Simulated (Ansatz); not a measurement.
# How Ag(110) screens a field, part 2 of 2

Aim: image plane and induced charge of Ag(110).

Ansatz 0.2.0; plane-wave DFT, r2SCAN, Ansatz PAW.

So far. Step 6 (Single point, field -0.1 V/Å): The dipole is -0.0667 e·Å. Step 7 (Atoms held, field 0.2 V/Å): The dipole is 0.133 e·Å.

**8. Single point, field -0.2 V/Å**

The input, input.yaml:

```yaml
crystal:
  lattice:
    - [4.09, 0.0, 0.0]
    - [0.0, 2.8920667351, 0.0]
    - [0.0, 0.0, 25.2301668376]
  atoms:
    - { symbol: Ag, position: [0.5, 0.5, 0.3567158338] }
    - { symbol: Ag, position: [0.0, 0.0, 0.4140295003] }
    - { symbol: Ag, position: [0.5, 0.5, 0.4713431668] }
    - { symbol: Ag, position: [0.0, 0.0, 0.5286568332] }
    - { symbol: Ag, position: [0.5, 0.5, 0.5859704997] }
    - { symbol: Ag, position: [0.0, 0.0, 0.6432841662] }
kpoints:
  mp_grid: { grid: [12, 18, 1] }
hamiltonian:
  xc: r2scan
scf:
  occupations: { method: fermi_dirac, width: 0.1 }
  convergence: { dr2_threshold: 1.0e-10 }
efield:
  axis: 3
  dipole_correction: true
  ramp_position: 0.97
  ramp_width: 0.06
  amplitude: -0.2
output:
  forces: true
  write_potential: true
  write_density: true
  volumetric_format: npy
```

Started as:

```sh
$ ansatz run input.yaml --threads 4 --pin off --max-ram 6144MiB --backend cpu --events-out ev --progress --plain --runs-dir out
```

The program printed:

```text
[...]
Crystal: 6 atoms, lattice volume = 298.436 Å³
Basis set: ecut = 500 eV, 7585 PW (Γ), exchange–correlation on 120×96×768 points (64 copies of the dense FFT grid, shifted against one another)
Bands: 69, of which v1, the nominal top of the filled ones, is band 57 counted from 1 (56 counted from 0)
Symmetry: 4 space group operations
k-points: 70 of 216
[...]
k-point 0: bands = [... 53 lower, -0.1155, -0.0288, 0.1280, 0.7760, 2.7407, 4.8732, 5.8187, 6.5913, ... 8 higher]
  k-point 1: bands = [... 53 lower, -0.1871, 0.0390, 0.0767, 0.8087, 2.8016, 4.9416, 5.9640, 6.6495, ... 8 higher]
  k-point 2: bands = [... 53 lower, -0.2631, -0.0234, 0.1016, 0.9100, 2.9805, 5.1411, 6.3764, 6.8225, ... 8 higher]
  k-point 69: bands = [... 53 lower, 0.0915, 3.7565, 3.7591, 5.6517, 5.6577, 7.0710, 7.0743, 7.5753, ... 8 higher]
[key lines of the parts left out:]
SCF converged after 15 iterations
Free energy (F): -45622.073509 eV
Fermi energy:    3.259879 eV
Dipole field:    D = -0.080923 V/Å  (p = -0.133464 e·Å, saw-weighted, corrected)
```

Elapsed: 2.3 min, on 4 threads of Arm Neoverse V1, shared host; peak memory 1.9 GiB; 9.2 min of CPU time.

The dipole is -0.133 e·Å.

**9. Single point, field 0.4 V/Å**

Changes to input.yaml since step 8:

```diff
@@ -24,3 +24,3 @@
   ramp_width: 0.06
-  amplitude: -0.2
+  amplitude: 0.4
 output:
@@ -30 +30,2 @@
   volumetric_format: npy
+  elf: true
```

The program printed:

```text
[...]
Crystal: 6 atoms, lattice volume = 298.436 Å³
Basis set: ecut = 500 eV, 7585 PW (Γ), exchange–correlation on 120×96×768 points (64 copies of the dense FFT grid, shifted against one another)
Bands: 69, of which v1, the nominal top of the filled ones, is band 57 counted from 1 (56 counted from 0)
Symmetry: 4 space group operations
k-points: 70 of 216
[...]
k-point 0: bands = [... 53 lower, -0.1283, -0.0417, 0.1150, 0.7631, 2.7252, 4.8341, 5.8058, 5.9502, ... 8 higher]
  k-point 1: bands = [... 53 lower, -0.1997, 0.0261, 0.0638, 0.7958, 2.7860, 4.9018, 5.9511, 6.0069, ... 8 higher]
  k-point 2: bands = [... 53 lower, -0.2756, -0.0363, 0.0886, 0.8973, 2.9649, 5.0996, 6.1766, 6.3634, ... 8 higher]
  k-point 69: bands = [... 53 lower, 0.0836, 3.7423, 3.7475, 5.6364, 5.6483, 7.0561, 7.0626, 7.5540, ... 8 higher]
[key lines of the parts left out:]
SCF converged after 15 iterations
Free energy (F): -45622.113585 eV
Fermi energy:    3.246320 eV
Dipole field:    D = 0.162134 V/Å  (p = 0.267403 e·Å, saw-weighted, corrected)
```

Elapsed: 2.1 min, on 4 threads; peak memory 2 GiB; 8.5 min of CPU time.

Running mean over 1.446 Å of the planar mean, with the applied field; the ramp of the sawtooth is left out. Table of electron's electrostatic potential energy less the Fermi level by z:

| z (Å) | electron's electrostatic potential energy less the Fermi level (eV) |
| --- | --- |
| 3.5 | 2.55 |
| 4.0 | 2.75 |
| 4.5 | 2.95 |
| 5.0 | 3.15 |
| 5.5 | 3.34 |
| 6.0 | 3.51 |
| 6.5 | 3.63 |
| 7.0 | 3.60 |
| 7.5 | 2.97 |
| 8.0 | 0.719 |
| 8.5 | -2.55 |
| 9.0 | -4.95 |
| 9.5 | -5.74 |
| 10.0 | -5.93 |
| 10.5 | -6.02 |
| 11.0 | -6.07 |
| 11.5 | -6.07 |
| 12.0 | -6.06 |
| 12.5 | -6.06 |
| 13.0 | -6.06 |
| 13.5 | -6.07 |
| 14.0 | -6.07 |
| 14.5 | -6.04 |
| 15.0 | -5.97 |
| 15.5 | -5.85 |
| 16.0 | -5.47 |
| 16.5 | -3.85 |
| 17.0 | -0.723 |
| 17.5 | 2.32 |
| 18.0 | 3.84 |
| 18.5 | 4.35 |
| 19.0 | 4.63 |
| 19.5 | 4.85 |
| 20.0 | 5.06 |
| 20.5 | 5.26 |
| 21.0 | 5.46 |
| 21.5 | 5.66 |
| 22.0 | 5.86 |

The dipole is 0.267 e·Å.

**10. The response**

This step: plane-wave DFT, r2SCAN, Ansatz PAW; screening of a field by a metal slab (Ansatz 0.2.0).

The dipoles give the slope, and the difference of two potentials shows where the field is screened.

This step gave:

```yaml
equivalent_conductor_thickness_p_eps_0ae: 10.21 Å
distance_between_the_outer_atoms: 7.230 Å
image_plane_upper_face: 1.464 Å
induced_electrons_on_the_upper_face_over_eps_0e: -1.004
image_plane_lower_face: 1.464 Å
induced_electrons_on_the_lower_face_over_eps_0e: 1.004
```

Table of dipole of the cell by applied field:

| applied field (V/Å) | dipole of the cell (e·Å) |
| --- | --- |
| -0.200 | -0.133 |
| -0.100 | -0.0667 |
| -0.050 | -0.0334 |
| 0.000 | -5.3e-6 |
| 0.050 | 0.0334 |
| 0.100 | 0.0667 |
| 0.200 | 0.133 |
| 0.400 | 0.267 |

Local field over the applied field, running mean. From the potentials at -0.05 and 0.05 V/Å; running mean over 1.446 Å. Local field over applied field against z:

```csv
z (Å),local field over applied field
5,0.991
6,0.949
7,0.761
8,0.304
9,-0.00471
10,-4.4e-4
11,0.0145
12,-0.00145
13,-0.00287
14,0.0107
15,0.00874
16,-0.0179
17,0.200
18,0.677
19,0.926
20,0.987
21,0.998
```

Electrons, planar mean, per unit field. Table of induced electron density by z:

z (Å), induced electron density (e/Å³ per V/Å) and a bar from the least value:
```
        5    0.00007 ##############
        6    0.00038 ###############
        7    0.00170 #####################
        8    0.00360 ##############################
        9    0.00044 ###############
       10   -0.00033 ############
       11    0.00019 ##############
       12    0.00003 ##############
       13   -0.00001 #############
       14   -0.00019 #############
       15    0.00021 ##############
       16   -0.00001 #############
       17   -0.00294 
       18   -0.00223 ###
       19   -0.00056 ###########
       20   -0.00010 #############
       21   -0.00002 #############
```

By hand: between -0.05 and 0.05 V/Å the dipole changes by 0.06670 e·Å, a slope of 0.6670 e·Å²/V. A perfect conductor of thickness t has p = ε₀AEt, so t = 180.95 × 0.6670 / 11.829 = 10.20 Å (e/ε₀ = 180.95 V·Å, A in Å²). Less the 7.23 Å between the outer atoms, and halved, that puts each image plane 1.49 Å out.

The induced dipole is that of a conductor 10.21 Å thick.

**11. The same run with other settings: efield.amplitude = 0.02**

This step: plane-wave DFT, r2SCAN, Ansatz PAW (Ansatz 0.2.0).

A run with a changed input: it repeats the earlier run at 0.05 V/Å with efield.amplitude from 0.05 to 0.02.

Changes to input.yaml since step 9:

```diff
@@ -24,3 +24,3 @@
   ramp_width: 0.06
-  amplitude: 0.4
+  amplitude: 0.02
 output:
@@ -30,2 +30 @@
   volumetric_format: npy
-  elf: true
```

The program printed:

```text
[...]
Crystal: 6 atoms, lattice volume = 298.436 Å³
Basis set: ecut = 500 eV, 7585 PW (Γ), exchange–correlation on 120×96×768 points (64 copies of the dense FFT grid, shifted against one another)
Bands: 69, of which v1, the nominal top of the filled ones, is band 57 counted from 1 (56 counted from 0)
Symmetry: 4 space group operations
k-points: 70 of 216
[...]
SCF iter   1: F=—  HF=-45622.077668 eV  |F-HF|=—  |Δ(HF+E_count)|=         —  Δρ=6.64e-3  dr2=1.79e-1  dr2_τ=4.09e-3  ethr=1.77e-3  p=0.000 e·Å  D=1.04e-13 V/Å  ΔV_dip=-0.00 eV  dr2_dipole=2.88e-2  V_vac-E_F(+/−)=4.37/3.91 eV  ⟨swp⟩=7.2  Hψ=19883  notcnv=0  defer=121
[...]
SCF iter  15: F=-45622.060298 eV  HF=-45622.060298 eV  |F-HF|=1.02e-10  |Δ(HF+E_count)|=  4.37e-11  Δρ=3.91e-8  dr2=6.64e-11  dr2_τ=2.51e-13  ethr=1.00e-12  p=0.013 e·Å  D=8.09e-3 V/Å  ΔV_dip=-0.20 eV  dr2_dipole=2.02e-11  V_vac-E_F(+/−)=4.25/3.99 eV  ⟨swp⟩=8.0  Hψ=22814  notcnv=0
SCF 1 converged in 15 iterations: F = -45622.060298 eV  dr2 = 6.64e-11
[...]
SCF converged after 15 iterations
[...]
Free energy (F): -45622.060298 eV
[...]
Internal energy: -45622.001019 eV  (E = F + TS)
E sigma→0 (E₀):  -45622.030659 eV
Entropy (-TS):   -0.059279 eV (-9.880 meV/atom)
Fermi energy:    3.264219 eV
Dipole field:    D = 0.008084 V/Å  (p = 0.013333 e·Å, saw-weighted, corrected)
Work function:   not extracted (applied field tilts the vacuum); planar V_es + V_field profile in the machine report
[...]
--- Forces (eV/Å), atoms counted from 1 ---
  atom   1  Ag     0.00000000     0.00000000     0.25819014
  atom   2  Ag     0.00000000     0.00000000    -0.32251520
  atom   3  Ag     0.00000000     0.00000000     0.01304123
  atom   4  Ag     0.00000000     0.00000000    -0.01253701
  atom   5  Ag     0.00000000     0.00000000     0.32202202
  atom   6  Ag     0.00000000     0.00000000    -0.25820200
  max |Σ_I F_I| component: 8.16e-7 eV/Å
--- Band table (eV; the first three rows and the last of 70) ---
  k-point 0: bands = [... 53 lower, -0.1114, -0.0248, 0.1321, 0.7801, 2.7457, 4.8844, 5.8229, 6.8285, ... 8 higher]
  k-point 1: bands = [... 53 lower, -0.1831, 0.0432, 0.0808, 0.8128, 2.8065, 4.9529, 5.9682, 6.8903, ... 8 higher]
  k-point 2: bands = [... 53 lower, -0.2591, -0.0192, 0.1057, 0.9141, 2.9855, 5.1529, 6.3805, 7.0718, ... 8 higher]
  k-point 69: bands = [... 53 lower, 0.0914, 3.7618, 3.7620, 5.6584, 5.6590, 7.0768, 7.0771, 7.5869, ... 8 higher]
```

Wall time 2.3 min (4 threads); peak memory 1.9 GiB.

Numbers from this step:

- energy at zero smearing: -45622.0307 eV
- dipole along the normal: 0.01333 e·Å

Force by atom:

```
atom  x (eV/Å)  y (eV/Å)  z (eV/Å)   size
 Ag1     0.000     0.000     0.258  0.258
 Ag2     0.000     0.000    -0.323  0.323
 Ag3     0.000     0.000     0.013  0.013
 Ag4     0.000     0.000    -0.013  0.013
 Ag5     0.000     0.000     0.322  0.322
 Ag6     0.000     0.000    -0.258  0.258
```

```csv
quantity,this run,earlier run,difference
dipole along the normal (e·Å),0.01333,0.03335,-0.020
```

The applied field differs, and the slope found earlier predicts a dipole of 0.0133 e·Å; this run gives 0.0133 e·Å, in line with it.

**12. Summary of results**

```json
{
  "work function": "4.12 eV",
  "image plane, upper face": "1.46 Å",
  "induced electrons on the upper face over ε₀E": "-1.00",
  "equivalent conductor thickness p/(ε₀AE)": "10.2 Å"
}
```

What this shows: The induced charge has its centre 1.46 Å outside the outermost atoms; this is the plane from which a capacitor's gap or an image potential counts. The equivalent conductor thickness exceeds the distance between the outer atoms by 2.97 Å, about the sum of the two image-plane distances. The atoms are held at bulk positions with the tabulated experimental lattice constant.

[Long decimals in the printed logs are rounded to 6 places.]

[Logs are printed without paths, hosts, clocks, repeated set-up lines and the standing remarks that a program may print on its own settings, such as how far it seeks lower states.]

[Hosts, paths, dates, database ids (printed as entryN), source tags and the programs' standing remarks are cut or masked in the printed files.]

[Maps of the electrostatic potential energy from Ansatz leave out the sawtooth potential of an applied field or a dipole correction, so their vacuum need not be flat; planar profiles and work functions include it.]
